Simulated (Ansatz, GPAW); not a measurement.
# A 7-layer slab of K(100): work function by functional and basis

How far do functional and basis move the work function of a 7-layer slab of K(100)?

Main program and level: GPAW 26.7.0 and Ansatz 0.2.0; Ansatz plane waves; slab in vacuum with a dipole correction, relaxation; PAW set soft_1, in the first sound run; inputs show where later runs differ.

## (1) The structure

The cell holds 7 atoms: 7 K. Cell: a = 5.230 Å, b = 5.230 Å, c = 33.690 Å, α = 90.0°, β = 90.0°, γ = 90.0°. Vacuum lies along c.

## (2) Relaxing the atoms

Forces are removed first; all later runs use this geometry. The lowest 3 atoms are held at bulk positions and keep their forces.

File input.yaml:

```yaml
crystal:
  lattice:
    - [5.23, 0.0, 0.0]
    - [0.0, 5.23, 0.0]
    - [0.0, 0.0, 33.69]
  atoms:
    - { symbol: K, position: [0.0, 0.0, 0.267141585] }
    - { symbol: K, position: [0.5, 0.5, 0.3447610567] }
    - { symbol: K, position: [0.0, 0.0, 0.4223805283] }
    - { symbol: K, position: [0.5, 0.5, 0.5] }
    - { symbol: K, position: [0.0, 0.0, 0.5776194717] }
    - { symbol: K, position: [0.5, 0.5, 0.6552389433] }
    - { symbol: K, position: [0.0, 0.0, 0.732858415] }
kpoints:
  mp_grid: { grid: [6, 6, 1] }
hamiltonian:
  xc: pbe
  pseudopotentials: { kind: paw, azcp: { folder: soft_1 } }
scf:
  occupations: { method: fermi_dirac, width: 0.1 }
efield:
  axis: 3
  dipole_correction: true
  ramp_width: 0.05
relax:
  f_tol: 0.02
  max_steps: 60
  constraints: [{ sites: [0, 1, 2] }]
output:
  write_potential: true
  write_density: true
  volumetric_format: npy
```

Command:

```
ansatz run input.yaml --threads 4 --pin off --max-ram 8192MiB --backend cpu --events-out ev --progress --plain --runs-dir out
```

Numbers of over 12 decimals in the logs are rounded to 6 here.

The program printed:

```text
Engine: ansatz 0.2.0, aarch64-unknown-linux-gnu
Pseudopotentials: kind: paw
Pseudopotential: K, paw, valence charge 9, recommended cutoff 420 eV (normal), soft_1/K.paw.azcp
Functional definition: PBE
  parameter kappa = 0.804
  parameter beta = 0.066725
  exchange = pbe_x(kappa = kappa, mu = beta*pi^2/3)
  correlation = pbe_c(beta = beta)
Crystal: 7 atoms, lattice volume = 921.519 Å³
Basis set: ecut = 420 eV, 18073 PW (Γ), exchange–correlation on 72×72×480 points (8 copies of the dense FFT grid, shifted against one another)
Bands: 39, of which v1, the nominal top of the filled ones, is band 32 counted from 1 (31 counted from 0)
Symmetry: 8 space group operations
k-points: 10 of 36
Non-local potential: K, projectors of the file, l = 0: 3, l = 1: 2, l = 2: 2
PAW form: soft (Blöchl's): semilocal exchange-correlation on the pseudo side does not see the compensation charge
PAW one-centre angular grid: K, 110 points (default); XC on 64 Gauss nodes
Initial density: superposition of atomic densities (neutral atoms: chi_scale 0, normalization atom)
Initial wavefunctions: pseudopotential atomic-orbital guess
Functional: x = pbe(κ = 0.804, μ = 0.219515), c = pbe(β = 0.066725)
SCF iter   1: F=—  HF=-10764.405729 eV  |F-HF|=—  |Δ(HF+E_count)|=         —  Δρ=2.95e-3  dr2=2.32e0  ethr=3.10e-3  p=0.000 e·Å  D=1.48e-15 V/Å  ΔV_dip=-0.00 eV  dr2_dipole=9.83e-8  V_vac-E_F(+/−)=3.19/3.19 eV  ⟨swp⟩=13.4  Hψ=2078  notcnv=0
efield: sawtooth ramp at fractional position 0.9750 (placed from the atoms, in the widest stretch of the axis that holds none; the zero of the levels goes with the place), width 0.0500; the density the first Hamiltonian is built on has a dipole p = 0.000 e·Å; the dipole correction subtracts the counter field D = 1.48e-15 V/Å, which shifts the + side's vacuum level by -0.00 eV against the − side's; the planar-averaged density in the ramp window peaks in size at 1.8e-8 e/Å³
preconditioner: auto → LDOS  [metal: Δε(μ)=0.010 eV  Ē_g=1.886 eV  σ=0.100 eV  W_gap=0.03  n_scr=90 (ndim 8)  ℏωp=3.2 eV  f_vac=0.403  D(μ)=5.65/eV (n_scr^D=10)  β→1.0]
SCF iter   2: F=—  HF=-10764.195870 eV  |F-HF|=—  |Δ(HF+E_count)|=   2.10e-1  Δρ=2.01e-3  dr2=4.15e-2  ethr=3.10e-3  p=0.000 e·Å  D=2.63e-5 V/Å  ΔV_dip=-0.00 eV  dr2_dipole=1.39e-6  V_vac-E_F(+/−)=2.37/2.37 eV  ⟨swp⟩=3.3  Hψ=535  notcnv=0
SCF iter   3: F=—  HF=-10764.196551 eV  |F-HF|=—  |Δ(HF+E_count)|=   6.81e-4  Δρ=1.25e-3  dr2=2.10e-2  ethr=6.59e-5  p=0.000 e·Å  D=8.50e-6 V/Å  ΔV_dip=-0.00 eV  dr2_dipole=4.29e-9  V_vac-E_F(+/−)=2.35/2.35 eV  ⟨swp⟩=2.4  Hψ=772  notcnv=0
SCF iter   4: F=—  HF=-10764.192149 eV  |F-HF|=—  |Δ(HF+E_count)|=   4.40e-3  Δρ=2.66e-4  dr2=1.78e-3  ethr=3.33e-5  p=0.000 e·Å  D=6.29e-6 V/Å  ΔV_dip=-0.00 eV  dr2_dipole=3.84e-9  V_vac-E_F(+/−)=2.29/2.29 eV  ⟨swp⟩=2.1  Hψ=662  notcnv=0
SCF iter   5: F=—  HF=-10764.192097 eV  |F-HF|=—  |Δ(HF+E_count)|=   5.20e-5  Δρ=1.24e-4  dr2=2.85e-4  ethr=2.82e-6  p=0.000 e·Å  D=2.56e-6 V/Å  ΔV_dip=-0.00 eV  dr2_dipole=9.02e-13  V_vac-E_F(+/−)=2.28/2.28 eV  ⟨swp⟩=2.1  Hψ=658  notcnv=0
SCF iter   6: F=—  HF=-10764.192068 eV  |F-HF|=—  |Δ(HF+E_count)|=   2.99e-5  Δρ=1.89e-5  dr2=2.01e-5  ethr=4.52e-7  p=0.000 e·Å  D=6.12e-7 V/Å  ΔV_dip=-0.00 eV  dr2_dipole=4.66e-10  V_vac-E_F(+/−)=2.27/2.27 eV  ⟨swp⟩=2.2  Hψ=664  notcnv=0
SCF iter   7: F=-10764.192064 eV  HF=-10764.192072 eV  |F-HF|=7.69e-6  |Δ(HF+E_count)|=   4.50e-6  Δρ=9.77e-6  dr2=9.33e-6  ethr=1.59e-8  p=0.000 e·Å  D=1.89e-7 V/Å  ΔV_dip=-0.00 eV  dr2_dipole=7.18e-12  V_vac-E_F(+/−)=2.26/2.26 eV  ⟨swp⟩=13.4  Hψ=3221  notcnv=0
SCF 1 converged in 7 iterations: F = -10764.192064 eV  dr2 = 9.33e-6
  greatest PAW one-centre occupation: 0.988 electrons in one spin orbital (limit 2), on the K atom at site 4 (counted from 0), in its partial waves of l = 0
relax step   1: F+E_penalty+E_count = -10764.19206431 eV  Δ(F+E_penalty+E_count) = +0.000e0 eV  max|allowed force component| = 2.837e-2 eV/Å  Δτ_max = 0.0000 Å  (7 SCF iters, dr2 threshold 1.00e-5 eV, accepted)
Initial density: handed on by an earlier stage of this run
Initial wavefunctions: those handed on with the density
iter 1 solved again at ethr=5.21e-7 eV; its pass at ethr=3.10e-3 eV (dr2=3.28e-4 eV) is discarded
SCF iter   1: F=—  HF=-10764.192839 eV  |F-HF|=—  |Δ(HF+E_count)|=         —  Δρ=5.04e-5  dr2=4.50e-4  ethr=5.21e-7  p=0.000 e·Å  D=1.92e-7 V/Å  ΔV_dip=-0.00 eV  dr2_dipole=1.15e-4  V_vac-E_F(+/−)=2.26/2.26 eV  ⟨swp⟩=3.0  Hψ=1160  notcnv=0
efield: sawtooth ramp at fractional position 0.9750 (handed on by an earlier solve), width 0.0500; the density the first Hamiltonian is built on has a dipole p = 0.000 e·Å; the dipole correction subtracts the counter field D = 1.92e-7 V/Å, which shifts the + side's vacuum level by -0.00 eV against the − side's; the planar-averaged density in the ramp window peaks in size at 1.5e-6 e/Å³
preconditioner: auto → LDOS  [metal: Δε(μ)=0.015 eV  Ē_g=1.777 eV  σ=0.100 eV  W_gap=0.04  n_scr=90 (ndim 8)  ℏωp=3.2 eV  f_vac=0.414  D(μ)=6.16/eV (n_scr^D=10)  β→1.0]
SCF iter   2: F=—  HF=-10764.192830 eV  |F-HF|=—  |Δ(HF+E_count)|=   8.72e-6  Δρ=2.79e-5  dr2=3.13e-5  ethr=5.21e-7  p=-0.000 e·Å  D=-4.83e-5 V/Å  ΔV_dip=0.00 eV  dr2_dipole=9.33e-6  V_vac-E_F(+/−)=2.26/2.26 eV  ⟨swp⟩=1.2  Hψ=392  notcnv=0
SCF iter   3: F=—  HF=-10764.192716 eV  |F-HF|=—  |Δ(HF+E_count)|=   1.13e-4  Δρ=2.89e-5  dr2=7.63e-6  ethr=4.96e-8  p=-0.000 e·Å  D=-3.52e-5 V/Å  ΔV_dip=0.00 eV  dr2_dipole=9.80e-7  V_vac-E_F(+/−)=2.26/2.26 eV  ⟨swp⟩=2.0  Hψ=660  notcnv=0
SCF iter   4: F=—  HF=-10764.192714 eV  |F-HF|=—  |Δ(HF+E_count)|=   2.58e-6  Δρ=2.55e-6  dr2=2.24e-7  ethr=1.21e-8  p=-0.000 e·Å  D=-2.26e-5 V/Å  ΔV_dip=0.00 eV  dr2_dipole=2.06e-8  V_vac-E_F(+/−)=2.26/2.26 eV  ⟨swp⟩=2.0  Hψ=603  notcnv=0
SCF iter   5: F=-10764.192714 eV  HF=-10764.192714 eV  |F-HF|=1.12e-8  |Δ(HF+E_count)|=   1.44e-7  Δρ=1.67e-6  dr2=3.64e-8  ethr=1.59e-10  p=0.000 e·Å  D=5.59e-7 V/Å  ΔV_dip=-0.00 eV  dr2_dipole=1.57e-9  V_vac-E_F(+/−)=2.26/2.26 eV  ⟨swp⟩=11.2  Hψ=2664  notcnv=0
SCF 2 converged in 5 iterations: F = -10764.192714 eV  dr2 = 3.64e-8
  greatest PAW one-centre occupation: 0.988 electrons in one spin orbital (limit 2), on the K atom at site 2 (counted from 0), in its partial waves of l = 0
relax step   2: F+E_penalty+E_count = -10764.19271399 eV  Δ(F+E_penalty+E_count) = -6.497e-4 eV  max|allowed force component| = 2.576e-2 eV/Å  Δτ_max = 0.0270 Å  (5 SCF iters, accepted)
[...]
SCF iter   3: F=—  HF=-10764.195916 eV  |F-HF|=—  |Δ(HF+E_count)|=   1.15e-4  Δρ=2.12e-4  dr2=4.23e-4  ethr=3.00e-6  p=-0.001 e·Å  D=-2.58e-4 V/Å  ΔV_dip=0.01 eV  dr2_dipole=4.43e-5  V_vac-E_F(+/−)=2.27/2.26 eV  ⟨swp⟩=2.0  Hψ=714  notcnv=0
SCF iter   4: F=—  HF=-10764.195776 eV  |F-HF|=—  |Δ(HF+E_count)|=   1.40e-4  Δρ=2.04e-5  dr2=1.13e-5  ethr=6.71e-7  p=-0.001 e·Å  D=-1.72e-4 V/Å  ΔV_dip=0.01 eV  dr2_dipole=5.95e-7  V_vac-E_F(+/−)=2.27/2.26 eV  ⟨swp⟩=2.0  Hψ=664  notcnv=0
SCF iter   5: F=—  HF=-10764.195648 eV  |F-HF|=—  |Δ(HF+E_count)|=   1.28e-4  Δρ=1.27e-5  dr2=2.91e-6  ethr=1.79e-8  p=-0.000 e·Å  D=-3.11e-5 V/Å  ΔV_dip=0.00 eV  dr2_dipole=3.39e-8  V_vac-E_F(+/−)=2.27/2.26 eV  ⟨swp⟩=2.7  Hψ=762  notcnv=0
SCF iter   6: F=—  HF=-10764.195648 eV  |F-HF|=—  |Δ(HF+E_count)|=   4.11e-7  Δρ=2.58e-6  dr2=2.31e-7  ethr=4.62e-9  p=0.000 e·Å  D=5.84e-5 V/Å  ΔV_dip=-0.00 eV  dr2_dipole=1.46e-8  V_vac-E_F(+/−)=2.26/2.26 eV  ⟨swp⟩=2.1  Hψ=718  notcnv=0
SCF iter   7: F=-10764.195648 eV  HF=-10764.195648 eV  |F-HF|=7.72e-9  |Δ(HF+E_count)|=   2.21e-8  Δρ=8.38e-7  dr2=2.75e-8  ethr=1.59e-10  p=0.000 e·Å  D=8.14e-5 V/Å  ΔV_dip=-0.00 eV  dr2_dipole=2.73e-10  V_vac-E_F(+/−)=2.26/2.26 eV  ⟨swp⟩=10.7  Hψ=2639  notcnv=0
SCF 3 converged in 7 iterations: F = -10764.195648 eV  dr2 = 2.75e-8
relax step   3: F+E_penalty+E_count = -10764.19564803 eV  Δ(F+E_penalty+E_count) = -2.934e-3 eV  max|allowed force component| = 7.059e-3 eV/Å  Δτ_max = 0.1945 Å  (7 SCF iters, accepted)
SCF iter   1: F=—  HF=-10764.195991 eV  |F-HF|=—  |Δ(HF+E_count)|=         —  Δρ=2.30e-4  dr2=6.31e-3  ethr=1.09e-4  p=0.000 e·Å  D=8.14e-5 V/Å  ΔV_dip=-0.00 eV  dr2_dipole=1.40e-5  V_vac-E_F(+/−)=2.26/2.26 eV  ⟨swp⟩=4.4  Hψ=1139  notcnv=0
efield: sawtooth ramp at fractional position 0.9750 (handed on by an earlier solve), width 0.0500; the density the first Hamiltonian is built on has a dipole p = 0.000 e·Å; the dipole correction subtracts the counter field D = 8.14e-5 V/Å, which shifts the + side's vacuum level by -0.00 eV against the − side's; the planar-averaged density in the ramp window peaks in size at 2.1e-6 e/Å³
preconditioner: auto → LDOS  [metal: Δε(μ)=0.004 eV  Ē_g=1.767 eV  σ=0.100 eV  W_gap=0.01  n_scr=90 (ndim 8)  ℏωp=3.2 eV  f_vac=0.404  D(μ)=6.17/eV (n_scr^D=10)  β→1.0]
SCF iter   2: F=—  HF=-10764.196461 eV  |F-HF|=—  |Δ(HF+E_count)|=   4.70e-4  Δρ=1.52e-4  dr2=5.67e-3  ethr=1.00e-5  p=-0.001 e·Å  D=-2.40e-4 V/Å  ΔV_dip=0.01 eV  dr2_dipole=3.35e-3  V_vac-E_F(+/−)=2.27/2.27 eV  ⟨swp⟩=1.1  Hψ=471  notcnv=0
SCF iter   3: F=—  HF=-10764.196321 eV  |F-HF|=—  |Δ(HF+E_count)|=   1.40e-4  Δρ=4.76e-5  dr2=7.35e-4  ethr=9.00e-6  p=-0.001 e·Å  D=-1.92e-4 V/Å  ΔV_dip=0.01 eV  dr2_dipole=3.96e-4  V_vac-E_F(+/−)=2.27/2.27 eV  ⟨swp⟩=1.0  Hψ=390  notcnv=0
SCF iter   4: F=—  HF=-10764.196331 eV  |F-HF|=—  |Δ(HF+E_count)|=   1.03e-5  Δρ=7.88e-5  dr2=4.84e-5  ethr=1.17e-6  p=-0.000 e·Å  D=-2.44e-5 V/Å  ΔV_dip=0.00 eV  dr2_dipole=1.98e-6  V_vac-E_F(+/−)=2.27/2.27 eV  ⟨swp⟩=1.8  Hψ=498  notcnv=0
SCF iter   5: F=—  HF=-10764.196192 eV  |F-HF|=—  |Δ(HF+E_count)|=   1.40e-4  Δρ=6.35e-6  dr2=7.31e-6  ethr=7.68e-8  p=0.000 e·Å  D=5.94e-6 V/Å  ΔV_dip=-0.00 eV  dr2_dipole=5.50e-6  V_vac-E_F(+/−)=2.27/2.27 eV  ⟨swp⟩=2.0  Hψ=660  notcnv=0
SCF iter   6: F=—  HF=-10764.196192 eV  |F-HF|=—  |Δ(HF+E_count)|=   5.24e-7  Δρ=5.34e-6  dr2=9.08e-7  ethr=1.16e-8  p=0.000 e·Å  D=9.53e-5 V/Å  ΔV_dip=-0.00 eV  dr2_dipole=2.27e-7  V_vac-E_F(+/−)=2.26/2.27 eV  ⟨swp⟩=2.2  Hψ=459  notcnv=0
SCF iter   7: F=—  HF=-10764.196192 eV  |F-HF|=—  |Δ(HF+E_count)|=   3.94e-8  Δρ=1.11e-6  dr2=3.41e-7  ethr=1.44e-9  p=0.001 e·Å  D=1.17e-4 V/Å  ΔV_dip=-0.00 eV  dr2_dipole=1.62e-7  V_vac-E_F(+/−)=2.26/2.27 eV  ⟨swp⟩=2.1  Hψ=704  notcnv=0
SCF iter   8: F=-10764.196192 eV  HF=-10764.196192 eV  |F-HF|=1.08e-9  |Δ(HF+E_count)|=   2.29e-9  Δρ=4.37e-7  dr2=3.76e-9  ethr=1.59e-10  p=0.001 e·Å  D=1.24e-4 V/Å  ΔV_dip=-0.00 eV  dr2_dipole=9.50e-10  V_vac-E_F(+/−)=2.26/2.27 eV  ⟨swp⟩=9.3  Hψ=2698  notcnv=0
SCF 4 converged in 8 iterations: F = -10764.196192 eV  dr2 = 3.76e-9
relax step   4: F+E_penalty+E_count = -10764.19619214 eV  Δ(F+E_penalty+E_count) = -5.441e-4 eV  max|allowed force component| = 3.474e-3 eV/Å  Δτ_max = 0.1229 Å  (8 SCF iters, accepted)
NSCF: frozen V_eff on 10 k-points
the band table was solved once a step of the walk had ended and its energy, with any forces and stress, was formed, with the checks that follow a solve (1929 applications of the Hamiltonian). They found nothing against the state; the energy, forces and stress were not computed again (output.eigenvalues in the input reference)
WARN: The output density's exchange-correlation potential varies sharply where the density is thin. Do not read a vacuum level from v_tot or v_xc, or from such a field of the output density. On a cell that repeats whose density bears no net charge and no dipole along the vacuum's axis use v_es (v_loc + v_h of the components); under efield.dipole_correction with no amplitude use v_es + v_field, which holds any externa [...]
SCF converged after 8 iterations
Free energy (F): -10764.196192 eV
Harris-Foulkes:  -10764.196192 eV  (|F-HF|=1.08e-9)
Internal energy: -10763.999793 eV  (E = F + TS)
E sigma→0 (E₀):  -10764.097993 eV
Entropy (-TS):   -0.196399 eV (-28.057 meV/atom)
Fermi energy:    0.023456 eV
Dipole field:    D = 0.000143 V/Å  (p = 0.000730 e·Å, saw-weighted, corrected)
Work function:   Φ+ = 2.2613 eV   Φ− = 2.2661 eV
Levels:          The Fermi level and band energies are counted from a zero that moves with the ramp; work functions are not
--- Per-component energies (eV) ---
  E_band       = -1113.716414
  E_kinetic    = 1769.185872
  E_local      = -20149.015133  (includes V_loc(G=0)·N_el)
  E_nonlocal   = 91.325478
  E_hartree    = 9262.132382
  E_xc         = -937.084042
  E_vxc        = -1143.456907  (∫ρ·V_xc dr)
  E_paw        = -5474.917059  (= ΣΔE_a)
  E_vpaw       = -206.014877  (= ΣTr[D̂ρ^β])
  E_aug_tail   = -0.000031  (compensation charges beyond the density's cutoff)
  E_efield     = 0.000000  (sawtooth field / dipole correction)
  E_vefield    = -0.001071  (∫n·V_field dr)
  E_ewald      = 4674.372740
  E_smearing   = -0.196399  (= −TS)
  E_closure    = 0.000000  (closes the sum)
  Σ components = -10764.196192   (vs F -10764.196192, Δ=0.00e0)
--- Forces (eV/Å), atoms counted from 1 ---
  atom   1  K     -0.00000000     0.00000000    -0.02841254
  atom   2  K     -0.00000000     0.00000000     0.01612485
  atom   3  K     -0.00000000     0.00000000     0.01102151
  atom   4  K      0.00000000     0.00000000    -0.00026699
  atom   5  K     -0.00000000     0.00000000    -0.00085397
  atom   6  K     -0.00000000     0.00000000     0.00347401
  atom   7  K      0.00000000     0.00000000    -0.00108069
  max |Σ_I F_I| component: 6.18e-6 eV/Å
--- Band table (eV; the first three rows and the last of 10) ---
  k-point 0: bands = [... 28 lower, -2.0459, -1.7838, -1.3461, -0.7802, -0.1425, 0.4935, 1.0905, 1.6545, ... 3 higher]
  k-point 1: bands = [... 28 lower, -1.8716, -1.6129, -1.1813, -0.6225, 0.0071, 0.6318, 1.1989, 1.4267, ... 3 higher]
  k-point 2: bands = [... 28 lower, -1.3638, -1.1155, -0.7024, -0.1671, 0.4215, 0.4398, 0.6410, 0.9999, ... 3 higher]
  k-point 9: bands = [... 28 lower, 0.5833, 0.6140, 0.8032, 0.8032, 0.8213, 0.9099, 0.9472, 0.9472, ... 3 higher]
--- Relaxed structure (4 steps of the walk, 4 accepted, 0 SCFs on fresh bases) ---
  F+E_penalty+E_count = -10764.19619214 eV   max|allowed force component| = 3.474e-3 eV/Å
  atoms:
    - { symbol: K, position: [0.0, 0.0, 0.267142] }
    - { symbol: K, position: [0.5, 0.5, 0.344761] }
    - { symbol: K, position: [0.0, 0.0, 0.422381] }
    - { symbol: K, position: [0.5, 0.5, 0.502756] }
    - { symbol: K, position: [0, 0.0, 0.582895] }
    - { symbol: K, position: [0.5, 0.5, 0.661624] }
    - { symbol: K, position: [0, 0.0, 0.743079] }
```

Elapsed: 29 s, on 4 threads of Arm Neoverse V1, shared host; peak memory 1.2 GiB; 1.9 min of CPU time.

Relaxation path:

```
step  energy less that of the first step (eV)  largest force component (eV/Å)
   1                                   0.0000                          0.0284
   2                                  -0.0006                          0.0258
   3                                  -0.0036                          0.0071
   4                                  -0.0041                          0.0035
```

Forces are held to the 8 operations that the run works with; a distortion that breaks them can't arise in this run.

The atoms that moved most (Å):

```
atom     dx     dy     dz  length
  K7  0.000  0.000  0.344   0.344
  K6  0.000  0.000  0.215   0.215
  K5  0.000  0.000  0.178   0.178
  K4  0.000  0.000  0.093   0.093
```

This step gave:

```
free energy             : -10764.1962 eV
smearing term TS        : 0.1964 eV
symmetry operations     : 8
upper work function     : 2.261 eV
lower work function     : 2.266 eV
dipole along the normal : 7.30e-4 e·Å
dipole field            : 1.43e-4 V/Å
vacuum level above      : 2.285 eV
vacuum level below      : 2.290 eV
```

The electrostatic potential energy of an electron (with the applied field's), less the Fermi level, planar mean oscillates, so the rows of the table below give means over windows of 2.67 Å about each position, cut where the curve ends. Its maxima inside the range that stand out by 2 % of the span (Å: eV): 10.4: 0.914, 12.9: 0.912, 15.6: 1.04, 18.2: 1.02, 20.9: 0.955, 23.6: 1.10. Its minima: 9.0: -2.81, 11.7: -2.63, 14.2: -2.62, 17.0: -2.66, 19.7: -2.62, 22.3: -2.62, 25.0: -2.78.

The electrostatic potential energy of an electron (with the applied field's), less the Fermi level, planar mean by z; means over each step:

z (Å), electrostatic potential energy of an electron (with the applied field's), less the Fermi level, planar mean (eV) and a bar from the least value:
```
     1.33       2.27 ##############################
     4.00       2.26 ##############################
     6.67       1.89 ##########################
     9.34      -0.74 
    12.02      -0.66 #
    14.68      -0.61 #
    17.36      -0.63 #
    20.02      -0.63 #
    22.70      -0.58 ##
    25.37      -0.59 #
    28.04       2.12 #############################
    30.70       2.26 ##############################
    33.38       2.26 ##############################
```

The valence density, planar mean oscillates, so the rows of the table below give means over windows of 2.67 Å about each position, cut where the curve ends. Its maxima inside the range that stand out by 2 % of the span (Å: e/Å³): 9.0: 0.265, 11.7: 0.267, 14.2: 0.266, 17.0: 0.266, 19.7: 0.267, 22.3: 0.266, 25.0: 0.264. Its minima: 10.2: 0.0259, 12.9: 0.0244, 15.6: 0.0224, 18.2: 0.0227, 20.9: 0.0237, 23.7: 0.0228.

Table of valence density, planar mean by z; means over each step:

```
z (Å)  valence density, planar mean (e/Å³)
 1.33                               1.4e-6
 4.00                               9.3e-5
 6.67                              0.00489
 9.34                                0.123
12.02                                0.124
14.68                                0.123
17.36                                0.123
20.02                                0.123
22.70                                0.123
25.37                                0.118
28.04                              0.00158
30.70                               3.3e-5
33.38                               7.8e-7
```

The relaxation lowered the energy of the cell by 0.00413 eV.

(Part 1 of 3 ends here.)

[Logs are printed without paths, hosts, clocks, repeated set-up lines and the standing remarks that a program may print on its own settings, such as how far it seeks lower states.]

[Hosts, paths, dates, database ids (printed as entryN), source tags and the programs' standing remarks are cut or masked in the printed files.]
